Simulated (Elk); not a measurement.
An input for Elk 11.2.3 (patched build) (CuI (Marshite)):

```
tasks
  185
  186
  187

xctype
  20

rgkmax
  8.5

gmaxvr
  18.0

lmaxapw
  10

lmaxo
  8

nxlo
  2

lorbcnd
  .true.

autolinengy
  .true.

tshift
  .false.

ngridk
  4 4 4

vkloff
  0.05 0.15 0.25

nempty
  10

swidth
  0.00551

scissor
  0.04213

gmaxrf
  2.5

wplot
  225 100 0
  0.0 0.4137

optcomp
  1 1
  2 2
  3 3

nvbse
  3

ncbse
  3

bsefull
  .true.

sppath
  './'

avec
  0.0000000000 5.7287047468 5.7287047468
  5.7287047468 -0.0000000000 5.7287047468
  5.7287047468 5.7287047468 0.0000000000

atoms
  2
  'Cu.in'
  1
  0.2500000000 0.2500000000 0.2500000000
  'I.in'
  1
  0.0000000000 0.0000000000 0.0000000000
```

The database entry behind the starting cell differs from later determinations by our own check (about 0.15 % long (mineral sample)), so it need not match the best structure at ambient conditions.

```sh
OMP_NUM_THREADS=8 elk > log
```

**Question.** Estimate wall time and host memory on 8 threads of Arm Neoverse V1, shared host.

It took 50 s; on shared hardware allow 25 s to 1.7 min. Peak host memory was 0.24 GiB.

The matrix is small, so building the kernel's matrix elements and any screening outweighs its diagonalisation.

[Paths, hosts, dates, memory and timing lines, banners, echoed tables and standing remarks are left out of the program output.]

[Logs are printed without paths, hosts, clocks, repeated set-up lines and the standing remarks that a program may print on its own settings, such as how far it seeks lower states.]

[Runs of the session that timed out or met a known fault of the program may be left out.]

[Hosts, paths, dates, database ids (printed as entryN), source tags and the programs' standing remarks are cut or masked in the printed files.]
